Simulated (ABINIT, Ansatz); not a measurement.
# MgH2 (P4_2/mnm): G0W0 with ABINIT, start to end, part 3 of 3

Aim: the G0W0 gap of MgH2 (P4_2/mnm) on PBE, step by step.

ABINIT 10.8.3; PBE and many-body steps on it, plane waves. Known limits of the many-body steps: not at the basis limit; coarse k mesh.

So far. Step 4 (Empty states on the mesh, 4×4×4 mesh, 415 bands): On this mesh the gap is 3.895 eV. Step 5 (Screening, 4×4×4 mesh, 407 bands, screening to 272.1 eV): Local fields lower ε∞ by 10 %. On a Γ-centred mesh this coarse the value itself is usually too large, while a short band sum pulls it down.

## Step 6: Self-energy, 4×4×4 mesh, 407 bands, screening to 272.1 eV

The self-energy is evaluated for the states that the input lists, and the levels follow from it, in one-shot runs by the linearised quasiparticle equation.

This step: G0W0 on PBE, plane waves, norm-conserving pseudopotentials.

File run.abi:

```
acell 3*1.0 Angstrom
rprim 
  4.516800000000 0.000000000000 0.000000000000
  0.000000000000 4.516800000000 0.000000000000
  0.000000000000 0.000000000000 3.020500000000
ntypat 2
znucl 12 1
natom 6
typat 1 1 2 2 2 2
xred 
  0.000000000000 0.000000000000 0.000000000000
  0.500000000000 0.500000000000 0.500000000000
  0.306000000000 0.306000000000 0.000000000000
  0.194000000000 0.806000000000 0.500000000000
  0.694000000000 0.694000000000 0.000000000000
  0.806000000000 0.194000000000 0.500000000000
pp_dirpath "pseudos"
pseudos "Mg.upf, H.upf"
ecut 38
ngkpt 4 4 4
nshiftk 1
shiftk 0 0 0
kptopt 1
chksymbreak 0
istwfk *1
occopt 1
irdwfk 1
optdriver 4
nband 407
gwcalctyp 0
ecutsigx 38
symsigma 1
nkptgw 4
kptgw 
  0.2500000000 0.0000000000 0.0000000000
  0.5000000000 0.5000000000 0.5000000000
  0.2500000000 0.2500000000 0.5000000000
  0.0000000000 0.0000000000 0.0000000000
bdgw 
  11 14
  11 14
  11 14
  10 14
ecuteps 10
irdscr 1
ppmodel 1
indata_prefix "in"
outdata_prefix "out"
tmpdata_prefix "tmp"
```

Launch:

```bash
$ OMP_NUM_THREADS=1 mpirun -n 8 abinit run.abi > log
```

Numbers of over 12 decimals in the logs are rounded to 6 here.

Log:

```text
.Version 10.8.3 of ABINIT. v10.8.2 released Aug 2026.

 Symmetries : space group P4_2/m n m (#136); Bravais tP (primitive tetrag.)
[... echo of the input left out ...]
== DATASET  1 ==================================================================
-   mpi_nproc: 8, omp_nthreads: 1 (-1 if OMP is not activated)

--- !DatasetInfo
iteration_state: {dtset: 1, }
dimensions: {natom: 6, nkpt: 18, mband: 407, nsppol: 1, nspinor: 1, nspden: 1, mpw: 4696, }
cutoff_energies: {ecut:  38.0, pawecutdg:  -1.0, }
electrons: {nelect:   2.40000000E+01, charge:   0.00000000E+00, occopt:   1.00000000E+00, tsmear:   1.00000000E-02, }

 SIGMA: Calculation of the GW corrections

 Based on a program developped by R.W. Godby, V. Olevano, G. Onida, and L. Reining.
 Incorporated in ABINIT by V. Olevano, G.-M. Rignanese, and M. Torrent.
.Using double precision arithmetic ; gwpc =  8

[... cell and pseudopotentials left out ...]
--------------------------------------------------------------------------------

 ==== K-mesh for the wavefunctions ====
 Number of points in the irreducible wedge :    18
[... list of points left out ...]
 Together with 16 symmetry operations and time-reversal symmetry
 yields    64 points in the full Brillouin Zone.

 ==== Q-mesh for screening function ====
 Number of points in the irreducible wedge :    18
[... list of points left out ...]
 Together with 16 symmetry operations and time-reversal symmetry
 yields    64 points in the full Brillouin Zone.

 vcoul_init : cutoff-mode = AUXILIARY_FUNCTION
 q-points for optical limit:   1
     1)      0.000010    0.000020    0.000030
 setmesh: FFT mesh size selected  =    48x   48x   32
          total number of points  =        73728

 Number of electrons calculated from density =   24.0000; Expected =   24.0000
 average of density, n =  0.057713
 r_s =    1.6053
 omega_plasma =   23.1736 [eV]

 === KS Band Gaps ===
  >>>> For spin  1
   Minimum direct gap =   4.6658 [eV], located at k-point      :   0.2500  0.2500  0.5000
   Fundamental gap    =   3.8953 [eV], Top of valence bands at :   0.2500  0.0000  0.0000
                                       Bottom of conduction at :   0.5000  0.5000  0.5000
 SIGMA fundamental parameters:
 PLASMON POLE MODEL  1
 number of plane-waves for SigmaX                 4651
 number of plane-waves for SigmaC and W            617
 number of plane-waves for wavefunctions          4651
 number of bands                                   407
 number of independent spin polarizations            1
 number of spinorial components                      1
 number of k-points in IBZ                          18
 number of q-points in IBZ                          18
 number of symmetry operations                      16
 number of k-points in BZ                           64
 number of q-points in BZ                           64
 number of frequencies for dSigma/dE                 9
 frequency step for dSigma/dE [eV]                0.25
 number of omega for Sigma on real axis              0
 max omega for Sigma on real axis  [eV]           0.00
 zcut for avoiding poles [eV]                     0.10

 EPSILON^-1 parameters (SCR file):
 dimension of the eps^-1 matrix on file            617
 dimension of the eps^-1 matrix used               617
 number of plane-waves for wavefunctions          4651
 number of bands                                   407
 number of q-points in IBZ                          18
 number of frequencies                               2
 number of real frequencies                          1
 number of imag frequencies                          1

 matrix elements of self-energy operator (all in [eV])

 Perturbative Calculation

--- !SelfEnergy_ee
iteration_state: {dtset: 1, }
kpoint     : [   0.250,    0.000,    0.000, ]
spin       : 1
KS_gap     :    4.798
QP_gap     :    6.834
Delta_QP_KS:    2.036
data: !SigmaeeData |
     Band     E0 <VxcDFT>   SigX SigC(E0)      Z dSigC/dE  Sig(E)    E-E0       E
       11  -0.710 -11.185 -15.060   1.857   0.774  -0.292 -12.748  -1.563  -2.272
       12   0.402 -11.630 -15.054   1.504   0.781  -0.280 -13.130  -1.500  -1.098
       13   5.200  -8.565  -4.388  -3.524   0.822  -0.216  -8.028   0.537   5.736
       14   6.926  -8.266  -3.848  -3.781   0.815  -0.227  -7.747   0.519   7.445

--- !SelfEnergy_ee
iteration_state: {dtset: 1, }
kpoint     : [   0.500,    0.500,    0.500, ]
spin       : 1
KS_gap     :    4.769
QP_gap     :    6.955
Delta_QP_KS:    2.186
data: !SigmaeeData |
     Band     E0 <VxcDFT>   SigX SigC(E0)      Z dSigC/dE  Sig(E)    E-E0       E
       11  -0.472 -11.049 -14.865   1.784   0.776  -0.288 -12.627  -1.578  -2.050
       12  -0.472 -11.049 -14.865   1.784   0.776  -0.288 -12.627  -1.578  -2.050
       13   4.297  -9.156  -4.892  -3.523   0.821  -0.218  -8.548   0.608   4.905
       14   4.297  -9.156  -4.892  -3.523   0.821  -0.218  -8.548   0.608   4.905

--- !SelfEnergy_ee
iteration_state: {dtset: 1, }
kpoint     : [   0.250,    0.250,    0.500, ]
spin       : 1
KS_gap     :    4.666
QP_gap     :    6.802
Delta_QP_KS:    2.137
data: !SigmaeeData |
     Band     E0 <VxcDFT>   SigX SigC(E0)      Z dSigC/dE  Sig(E)    E-E0       E
       11  -0.299 -11.323 -15.000   1.700   0.777  -0.288 -12.859  -1.536  -1.835
       12  -0.085 -11.305 -14.980   1.682   0.779  -0.284 -12.857  -1.552  -1.637
       13   4.581  -8.889  -4.604  -3.572   0.821  -0.219  -8.304   0.585   5.165
       14   5.473  -7.761  -3.477  -3.636   0.821  -0.217  -7.229   0.532   6.005

--- !SelfEnergy_ee
iteration_state: {dtset: 1, }
kpoint     : [   0.000,    0.000,    0.000, ]
spin       : 1
KS_gap     :    5.246
QP_gap     :    7.061
Delta_QP_KS:    1.815
data: !SigmaeeData |
     Band     E0 <VxcDFT>   SigX SigC(E0)      Z dSigC/dE  Sig(E)    E-E0       E
       10  -0.978 -11.110 -15.093   1.941   0.772  -0.295 -12.687  -1.577  -2.554
       11  -0.978 -11.110 -15.093   1.941   0.772  -0.295 -12.687  -1.577  -2.554
       12  -0.039 -11.484 -14.821   1.483   0.780  -0.283 -12.929  -1.445  -1.484
       13   5.207  -6.816  -2.910  -3.461   0.829  -0.206  -6.447   0.370   5.577
       14   5.547  -9.978  -5.729  -3.549   0.813  -0.230  -9.409   0.568   6.116

== END DATASET(S) ==============================================================
================================================================================

 -outvars: echo values of variables after computation  --------
           etotal      0.0000000000E+00
            nband         407
             nkpt          18
          spgroup         136
 [... the other variables as echoed above ...]

 Calculation completed.
```

Elapsed: 6.4 min, on 8 MPI ranks of Arm Neoverse V1, shared host; peak memory 8 GiB; 51 min of CPU time.

This step gave:

```
G0W0 gap on the mesh                         : 6.003 eV
starting gap on the mesh                     : 3.895 eV
k of the valence top                         : 0.25, 0, 0
k of the conduction bottom                   : 0.5, 0.5, 0.5
Z at the valence top                         : 0.781
Z at the conduction bottom                   : 0.821
least direct G0W0 gap on the computed points : 6.802 eV
```

The gap on the mesh goes from 3.90 eV to 6.00 eV, a correction of +2.11 eV.

Limits: finite bands, cutoff and mesh; coarse k mesh. v1 is the top filled band, c1 the lowest empty one. The levels before and after the correction (eV, zero at the valence-band top of each column):

|  | conduction bottom | valence top |
| --- | --- | --- |
| Kohn-Sham | 3.90 | 0.00 |
| G0W0 | 6.00 | 0.00 |

|  | level | energy (eV) |
| --- | --- | --- |
| Kohn-Sham | (0.25 0 0) v2 | -1.111 |
| Kohn-Sham | (0.25 0 0) v1 | 0.000 |
| Kohn-Sham | (0.25 0 0) c1 | 4.798 |
| Kohn-Sham | (0.25 0 0) c2 | 6.524 |
| Kohn-Sham | (0.5 0.5 0.5) v2-v1 | -0.874 |
| Kohn-Sham | (0.5 0.5 0.5) c1-c2 | 3.895 |
| G0W0 | (0.25 0 0) v2 | -1.174 |
| G0W0 | (0.25 0 0) v1 | 0.000 |
| G0W0 | (0.25 0 0) c1 | 6.834 |
| G0W0 | (0.25 0 0) c2 | 8.543 |
| G0W0 | (0.5 0.5 0.5) v2-v1 | -0.952 |
| G0W0 | (0.5 0.5 0.5) c1-c2 | 6.003 |

## Step 7: Where the time went

Times are wall times on 8 MPI ranks of Arm Neoverse V1, shared host, good to a factor of about two.

| step | time | share | memory (GiB) |
| --- | --- | --- | --- |
| ground state | 7.6 s | 1 % | 0.57 |
| bands along the symmetry lines | 9.5 s | 1 % | 0.57 |
| empty states on the mesh | 3.3 min | 16 % | 9.8 |
| screening | 11 min | 51 % | 5.8 |
| self-energy | 6.4 min | 31 % | 8.0 |

## Step 8: Outcome

```json
{
  "PBE gap": "3.76 eV, indirect",
  "G0W0 gap on the mesh": "6.00 eV",
  "G0W0 gap over the zone (rigid shift)": "5.86 eV",
  "GW settings": "4×4×4 mesh, 407 bands, screening to 272.1 eV, Godby-Needs plasmon pole",
  "known limits": "not at the basis limit; coarse k mesh"
}
```

In words: G0W0 moves the gap on the mesh from 3.90 eV to 6.00 eV (+2.11 eV), with Z of 0.78 and 0.82 at the edges. The mesh misses the band edges by 0.14 eV in all; a rigid shift gives 5.86 eV for the zone. Local fields lower the RPA ε∞ on this mesh from 4.06 to 3.67; a Γ-centred mesh this coarse tends to raise both, most where the direct gap is narrow, while a short band sum lowers them. The dearest step here is «screening». Against experiment, by G0W0@PBE: the gap of 5.86 eV lies +0.26 eV from the measured 5.6 ± 0.1 eV (optical, 300 K, 2003). An exciton line or allowed optical edge lies below the quasiparticle gap by the binding energy; a forbidden edge can push the onset above it. The calculation has static nuclei and no excitons; a measured gap holds zero-point and thermal motion, which mostly lowers it. Bands and cutoff are finite, so the gap is not at the basis limit. The miss can reach some tenths of an eV and take either sign; the mesh is an error of its own. A denser mesh or path gives a starting gap of 3.76 eV: the GW mesh misses a band edge, so its gaps are not the fundamental one. The 4×4×4 mesh is coarse for this cell, which bears on the long-range parts of exchange and screening.

[Paths, hosts, dates, memory and timing lines, banners, echoed tables and standing remarks are left out of the program output.]

[Logs are printed without paths, hosts, clocks, repeated set-up lines and the standing remarks that a program may print on its own settings, such as how far it seeks lower states.]

[Runs of the session that timed out or met a known fault of the program may be left out.]

[Hosts, paths, dates, database ids (printed as entryN), source tags and the programs' standing remarks are cut or masked in the printed files.]

[G0W0 gaps are taken among the corrected bands and points alone; a level outside them can change the order at an edge.]

[Where Ansatz stands beside ABINIT at settings called matched, ABINIT's density can come from a denser mesh and the files from another edition; pairs whose starting gaps differed by over 0.03 eV were left out, so agreement reads better than it is.]
